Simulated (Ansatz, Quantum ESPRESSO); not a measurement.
**BaTiO3 (R3m): zone-centre phonons**

Which modes does BaTiO3 (R3m) have at the zone centre?

Program: Quantum ESPRESSO 7.5. Level of theory: DFT LDA, scalar-relativistic, plane waves, GBRV ultrasoft pseudopotentials. Results are calculated unless marked as measured.

Most raw output is cut from this account.

## Step 1: Set-up

It takes space group R3m (No. 160, trigonal). The conventional cell has a = 5.655 Å, b = 5.655 Å, c = 6.955 Å, α = 90.00°, β = 90.00°, γ = 120.00°. Nearest to Ba lie 12 O at 2.79 to 2.89 Å. Nearest to Ti lie 6 O at 1.87 to 2.14 Å. O has 2 Ti at 1.87 to 2.14 Å and 4 Ba at 2.79 to 2.89 Å nearest. Farther neighbours and most contacts between anions are not listed.

Structure file:

```cif
data_structure
_symmetry_space_group_name_H-M 'P 1'
_symmetry_Int_Tables_number 1
_cell_length_a 4.0042
_cell_length_b 4.0042
_cell_length_c 4.0042
_cell_angle_alpha 89.837
_cell_angle_beta 89.837
_cell_angle_gamma 89.837
_cell_volume 64.20
loop_
_atom_site_label
_atom_site_type_symbol
_atom_site_fract_x
_atom_site_fract_y
_atom_site_fract_z
_atom_site_occupancy
Ba1 Ba 0.00000 0.00000 0.00000 1
Ti2 Ti 0.48450 0.48450 0.48450 1
O3 O 0.50860 0.50860 0.01750 1
O4 O 0.01750 0.50860 0.50860 1
O5 O 0.50860 0.01750 0.50860 1
```

## Step 2: A probe with smearing

Before anything dear is run, a loose run with smearing shows whether this is a metal and how far the cell is from rest.

The input, probe.in:

```
 &control
    calculation='scf',
    prefix='x',
    outdir='./tmp',
    pseudo_dir='./pseudo',
    tprnfor=.true.,
    tstress=.true.,
    verbosity='high',
 /
 &system
    ibrav=0,
    nat=5,
    ntyp=3,
    ecutwfc=45.0,
    ecutrho=270.0,
    occupations='smearing',
    smearing='gaussian',
    degauss=0.01,
 /
 &electrons
    conv_thr=1.0d-07,
    mixing_beta=0.7,
    electron_maxstep=100,
 /
ATOMIC_SPECIES
 Ba    137.3270  Ba.upf
 Ti     47.8670  Ti.upf
 O      15.9990  O.upf
CELL_PARAMETERS angstrom
     2.827366610    1.632380870    2.318393490
    -2.827366610    1.632380870    2.318393490
     0.000000000   -3.264761740    2.318393490
ATOMIC_POSITIONS crystal
 Ba     0.000000000   0.000000000   0.000000000
 Ti     0.484500000   0.484500000   0.484500000
 O      0.508600000   0.508600000   0.017500000
 O      0.017500000   0.508600000   0.508600000
 O      0.508600000   0.017500000   0.508600000
K_POINTS automatic
 6 6 6 0 0 0
```

The run is started by

```bash
$ OMP_NUM_THREADS=1 mpirun -n 16 pw.x -nk 16 -in probe.in > probe.out
```

Elapsed: 6.5 s, on 16 MPI ranks of Arm Neoverse N1, shared host; 1.7 min of CPU time.

Read from the output:

```
volume per atom   : 12.84 Å³
pressure          : -4.723 GPa
gap on the k-mesh : 2.341 eV
```

A gap of 2.3 eV opens on this mesh, so the crystal is taken as an insulator; the start stands at -4.7 GPa.

## Step 3: Relaxing the cell and atoms

Frequencies change by per cents with a per cent of volume, so the structure is first brought to rest at this level of theory.

The input, relax.in:

```
 &control
    calculation='vc-relax',
    prefix='x',
    outdir='./tmp',
    pseudo_dir='./pseudo',
    tprnfor=.true.,
    tstress=.true.,
    forc_conv_thr=2.0d-05,
    etot_conv_thr=1.0d-07,
    nstep=40,
 /
 &system
    ibrav=0,
    nat=5,
    ntyp=3,
    ecutwfc=45.0,
    ecutrho=270.0,
    occupations='fixed',
    nbnd=22,
 /
 &electrons
    conv_thr=1.0d-11,
    mixing_beta=0.7,
    electron_maxstep=100,
 /
 &ions
 /
 &cell
    press_conv_thr=0.2,
 /
ATOMIC_SPECIES
 Ba    137.3270  Ba.upf
 Ti     47.8670  Ti.upf
 O      15.9990  O.upf
CELL_PARAMETERS angstrom
     2.827366610    1.632380870    2.318393490
    -2.827366610    1.632380870    2.318393490
     0.000000000   -3.264761740    2.318393490
ATOMIC_POSITIONS crystal
 Ba     0.000000000   0.000000000   0.000000000
 Ti     0.484500000   0.484500000   0.484500000
 O      0.508600000   0.508600000   0.017500000
 O      0.017500000   0.508600000   0.508600000
 O      0.508600000   0.017500000   0.508600000
K_POINTS automatic
 9 9 9 0 0 0
```

The run is started by

```bash
$ OMP_NUM_THREADS=1 mpirun -n 16 pw.x -nk 16 -in relax.in > relax.out
```

It took 3.7 min on 16 MPI ranks.

The run stopped without converging: the BFGS search stopped short of its thresholds.

Forces and stress had fallen to the noise beside the minimum, so the last cell was taken on.

Over 20 steps the volume went from 12.84 to 12.38 Å³ an atom and the energy fell by 7.41 meV an atom.

## Step 4: Self-consistent run for the response

The response is built on this ground state, so it is converged far tighter than an energy would need. With a gap, occupations are fixed, which also allows the response to an electric field.

The input, scf.in:

```
 &control
    calculation='scf',
    prefix='x',
    outdir='./tmp',
    pseudo_dir='./pseudo',
    tprnfor=.true.,
    tstress=.true.,
 /
 &system
    ibrav=0,
    nat=5,
    ntyp=3,
    ecutwfc=45.0,
    ecutrho=270.0,
    occupations='fixed',
    nbnd=22,
 /
 &electrons
    conv_thr=1.0d-12,
    mixing_beta=0.7,
    electron_maxstep=100,
 /
ATOMIC_SPECIES
 Ba    137.3270  Ba.upf
 Ti     47.8670  Ti.upf
 O      15.9990  O.upf
CELL_PARAMETERS angstrom
     2.795266403    1.613847810    2.286286190
    -2.795266403    1.613847810    2.286286190
     0.000000000   -3.227695620    2.286286190
ATOMIC_POSITIONS crystal
 Ba    -0.000568035  -0.000568035  -0.000568035
 Ti     0.490348608   0.490348608   0.490348608
 O      0.508271123   0.508271123   0.012877181
 O      0.012877181   0.508271123   0.508271123
 O      0.508271123   0.012877181   0.508271123
K_POINTS automatic
 9 9 9 0 0 0
```

The run is started by

```bash
$ OMP_NUM_THREADS=1 mpirun -n 16 pw.x -nk 16 -in scf.in > scf.out
```

The job ended after 14 s (16 MPI ranks; 3.8 min of CPU time).

This step gave:

| Quantity | Value |
| --- | --- |
| volume per atom | 12.38 Å³ |
| pressure | 0.034 GPa |
| gap on the k-mesh | 2.162 eV |

The cell stands at 0.034 GPa, close enough for phonons.

## Step 5: Linear response at Γ

At q = 0 one unit cell holds all displacements; symmetry groups them into irreducible representations that are solved one by one. The response to a field gives ε∞ and the Born charges, which polar modes need.

The input, ph.in:

```
phonons
 &inputph
    prefix='x',
    outdir='./tmp',
    fildyn='g.dyn',
    tr2_ph=1.0d-18,
    epsil=.true.,
 /
0.000000000000 0.000000000000 0.000000000000
```

The run is started by

```bash
$ OMP_NUM_THREADS=1 mpirun -n 16 ph.x -nk 16 -in ph.in > ph.out
```

Run time: 14 min. Hardware: 16 MPI ranks; 3.7 h of CPU time.

Read from the output:

| Item | Value |
| --- | --- |
| miss of the charge sum rule | 0.005670 e |
| largest acoustic frequency at the zone centre before the sum rule | -6.67 cm⁻¹ |
| highest optical zone-centre mode (no LO-TO term) | 509.9 cm⁻¹ |
| lowest optical zone-centre mode | 163.2 cm⁻¹ |
| mean high-frequency dielectric constant | 6.249 |
| largest Born charge in size (third of the trace) | 6.637 e |

Born charge (rows field, columns displacement), before the sum rule (e), principal values of the symmetric part by kind of site:

| atom | atoms with these values | low | middle | high | mean |
| --- | --- | --- | --- | --- | --- |
| Ba1 | 1 | 2.78 | 2.81 | 2.81 | 2.80 |
| Ti2 | 1 | 6.23 | 6.84 | 6.84 | 6.64 |
| O3 | 3 | -5.31 | -2.07 | -2.06 | -3.15 |

In full for Ba1:

```
2.81 0.00 0.00
0.00 2.81 0.00
0.00 0.00 2.78
```

High-frequency dielectric tensor:

```
6.35 0.00 0.00
0.00 6.35 0.00
0.00 0.00 6.04
```

The acoustic modes at Γ come out as far as 6.7 cm⁻¹ from zero, where they should vanish, a small numerical error; the Born charges miss their sum rule by 0.0057 e, which is good.

## Step 6: Zone-centre analysis

A rigid shift of the crystal must cost nothing, but grids and finite bases break this; the acoustic sum rule is imposed before the matrix is diagonalised again. With Born charges the intensities follow, and the static dielectric tensor.

The input, dynmat.in:

```
 &input
    fildyn='g.dyn',
    asr='crystal',
    fileig='dynmat.eig',
    lperm=.true.,
 /
```

The run is started by

```bash
$ dynmat.x -in dynmat.in > dynmat.out
```

It took 0.48 s on 1 thread.

Numbers from this step:

- lowest optical zone-centre mode: 163.3 cm⁻¹
- mean static dielectric constant: 84.61

Unit eigenvectors of the mass-weighted matrix after the sum rule; no LO-TO term. The modes at Γ (shares of kinetic energy by element, %):

| mode | frequency (cm⁻¹) | Ba % | Ti % | O % |
| --- | --- | --- | --- | --- |
| 1 | 0.0 | 59 | 21 | 21 |
| 2 | 0.0 | 59 | 21 | 21 |
| 3 | 0.0 | 59 | 21 | 21 |
| 4 | 163.3 | 6 | 20 | 74 |
| 5 | 163.3 | 6 | 20 | 74 |
| 6 | 181.8 | 40 | 20 | 39 |
| 7 | 184.4 | 35 | 59 | 6 |
| 8 | 184.4 | 35 | 59 | 6 |
| 9 | 221.9 | 1 | 59 | 40 |
| 10 | 286.8 | 0 | 0 | 100 |
| 11 | 299.4 | 0 | 0 | 100 |
| 12 | 299.4 | 0 | 0 | 100 |
| 13 | 482.6 | 0 | 1 | 99 |
| 14 | 482.6 | 0 | 1 | 99 |
| 15 | 509.9 | 0 | 0 | 100 |

Displacements in mode 4 (163.3 cm⁻¹), the largest set to 1:
```
Ba1 -0.16  0.00  0.00
Ti2 -0.51  0.00  0.00
O3   0.90  0.00  0.00
O4   1.00  0.06  0.08
O5   1.00 -0.06 -0.08
```

Displacements in mode 15 (509.9 cm⁻¹), the largest set to 1:
```
Ba1  0.00  0.00  0.00
Ti2  0.00  0.00 -0.02
O3   0.00  1.00  0.01
O4  -0.87 -0.50  0.01
O5   0.87 -0.50  0.01
```

Degenerate modes summed, no LO-TO term. Infrared lines, with heights relative to the strongest:

| position (cm⁻¹) | lines merged | IR intensity, relative |
| --- | --- | --- |
| 163 | 2 | 100 |
| 182 | 1 | 5.1 |
| 184 | 2 | 3.3 |
| 222 | 1 | 37 |
| 287 | 1 | 0.0 |
| 299 | 2 | 0.0 |
| 483 | 2 | 9.0 |
| 510 | 1 | 5.5 |

Static dielectric tensor (ions relaxed, fixed cell):

```
101.2   0.0   0.0
  0.0 101.2   0.0
  0.0   0.0  51.5
```

The rule moves no optical mode by more than 0.2 cm⁻¹.

## Step 7: Sum rules set otherwise: a sum rule for molecules or wires on a crystal

This rule also removes rotations, which suits wires and not a crystal; it is tried to see the harm.

The input, dynmat.in:

```
 &input
    fildyn='g.dyn',
    asr='one-dim',
    fileig='dynmat.eig',
    lperm=.true.,
 /
```

The run is started by

```bash
$ dynmat.x -in dynmat.in > dynmat.out
```

Run time: 0.48 s. Hardware: 1 thread.

The program raised no error, yet the settings are not those of a careful run.

The fault: a sum rule for molecules or wires on a crystal; 1 optical mode is projected out to zero frequency, as if it were a rotation.

For a crystal the rule has to be 'simple' or 'crystal'.

Zone-centre frequencies as printed; negative means imaginary. Modes:

| mode | frequency (cm⁻¹) |
| --- | --- |
| 1 | 0 |
| 2 | 0 |
| 3 | 0 |
| 4 | 0 |
| 5 | 163.3 |
| 6 | 163.3 |
| 7 | 181.8 |
| 8 | 184.4 |
| 9 | 184.4 |
| 10 | 221.9 |
| 11 | 299.4 |
| 12 | 299.4 |
| 13 | 482.6 |
| 14 | 482.6 |
| 15 | 509.9 |

## Step 8: Sum rules set otherwise (asr simple)

The rule can be imposed in more than one way; the choices should agree where the raw error is small.

The input, dynmat.in:

```
 &input
    fildyn='g.dyn',
    asr='simple',
    fileig='dynmat.eig',
    lperm=.true.,
 /
```

The run is started by

```bash
$ dynmat.x -in dynmat.in > dynmat.out
```

The job ended after 0.48 s (1 thread).

Read from the output:

```yaml
highest_optical_zone_centre_mode_no_lo_to_term: 510.0 cm⁻¹
lowest_optical_zone_centre_mode: 163.5 cm⁻¹
mean_static_dielectric_constant: 84.45
```

Zone-centre frequencies as printed; negative means imaginary. Modes:

| mode | frequency (cm⁻¹) |
| --- | --- |
| 1 | 0 |
| 2 | 0 |
| 3 | 0 |
| 4 | 163.5 |
| 5 | 163.5 |
| 6 | 181.9 |
| 7 | 184.4 |
| 8 | 184.4 |
| 9 | 222.1 |
| 10 | 286.9 |
| 11 | 299.6 |
| 12 | 299.6 |
| 13 | 482.8 |
| 14 | 482.8 |
| 15 | 510 |

Against the first rule no mode moves by more than 0.2 cm⁻¹.

## Step 9: Modes along a direction of q (1 0 0)

A longitudinal polar mode sets up a macroscopic field that stiffens it; the term hangs on the direction from which q goes to zero.

The input, dynmat.in:

```
 &input
    fildyn='g.dyn',
    asr='crystal',
    fileig='dynmat.eig',
    q(1)=1.0,
    q(2)=0.0,
    q(3)=0.0,
 /
```

The run is started by

```bash
$ dynmat.x -in dynmat.in > dynmat.out
```

Elapsed: 0.48 s, on 1 thread.

Numbers from this step:

```yaml
highest_mode_moved_by_the_lo_to_term: 697.6 cm⁻¹
```

Zone-centre frequencies as printed; negative means imaginary. Modes:

| mode | frequency (cm⁻¹) |
| --- | --- |
| 1 | 0 |
| 2 | 0 |
| 3 | 0 |
| 4 | 163.3 |
| 5 | 181.8 |
| 6 | 183.7 |
| 7 | 184.4 |
| 8 | 221.9 |
| 9 | 286.8 |
| 10 | 299.4 |
| 11 | 299.4 |
| 12 | 452.6 |
| 13 | 482.6 |
| 14 | 509.9 |
| 15 | 697.6 |

The field moves 3 modes; the highest of them now lies at 698 cm⁻¹, where the highest that moved away lay at 483.

## Step 10: The LO-TO splitting (0 0 1)

The input, dynmat.in:

```
 &input
    fildyn='g.dyn',
    asr='crystal',
    fileig='dynmat.eig',
    q(1)=0.0,
    q(2)=0.0,
    q(3)=1.0,
 /
```

The run is started by

```bash
$ dynmat.x -in dynmat.in > dynmat.out
```

Elapsed: 0.48 s, on 1 thread.

Numbers from this step:

```yaml
highest_mode_moved_by_the_lo_to_term: 690.4 cm⁻¹
```

Zone-centre frequencies as printed; negative means imaginary. Modes:

| mode | frequency (cm⁻¹) |
| --- | --- |
| 1 | 0 |
| 2 | 0 |
| 3 | 0 |
| 4 | 163.3 |
| 5 | 163.3 |
| 6 | 184.4 |
| 7 | 184.4 |
| 8 | 186.8 |
| 9 | 286.8 |
| 10 | 299.4 |
| 11 | 299.4 |
| 12 | 465.5 |
| 13 | 482.6 |
| 14 | 482.6 |
| 15 | 690.4 |

The field moves 3 modes; the highest of them now lies at 690 cm⁻¹, where the highest that moved away lay at 510.

## Step 11: Modes along a direction of q (1 1 1)

The input, dynmat.in:

```
 &input
    fildyn='g.dyn',
    asr='crystal',
    fileig='dynmat.eig',
    q(1)=1.0,
    q(2)=1.0,
    q(3)=1.0,
 /
```

The run is started by

```bash
$ dynmat.x -in dynmat.in > dynmat.out
```

Wall time 0.48 s (1 thread).

This step gave:

| Item | Value |
| --- | --- |
| highest mode moved by the LO-TO term | 695.1 cm⁻¹ |

Zone-centre frequencies as printed; negative means imaginary. Modes:

| mode | frequency (cm⁻¹) |
| --- | --- |
| 1 | 0 |
| 2 | 0 |
| 3 | 0 |
| 4 | 163.3 |
| 5 | 180.6 |
| 6 | 183.9 |
| 7 | 184.4 |
| 8 | 208.3 |
| 9 | 286.8 |
| 10 | 299.4 |
| 11 | 299.4 |
| 12 | 455.2 |
| 13 | 482.6 |
| 14 | 502.6 |
| 15 | 695.1 |

The field moves 6 modes; the highest of them now lies at 695 cm⁻¹, where the highest that moved away lay at 510.

[end of part 1 of 2]

[Host names and launcher messages were left out of these logs when they were recorded.]

[Logs are printed without paths, hosts, clocks, repeated set-up lines and the standing remarks that a program may print on its own settings, such as how far it seeks lower states.]

[Hosts, paths, dates, database ids (printed as entryN), source tags and the programs' standing remarks are cut or masked in the printed files.]
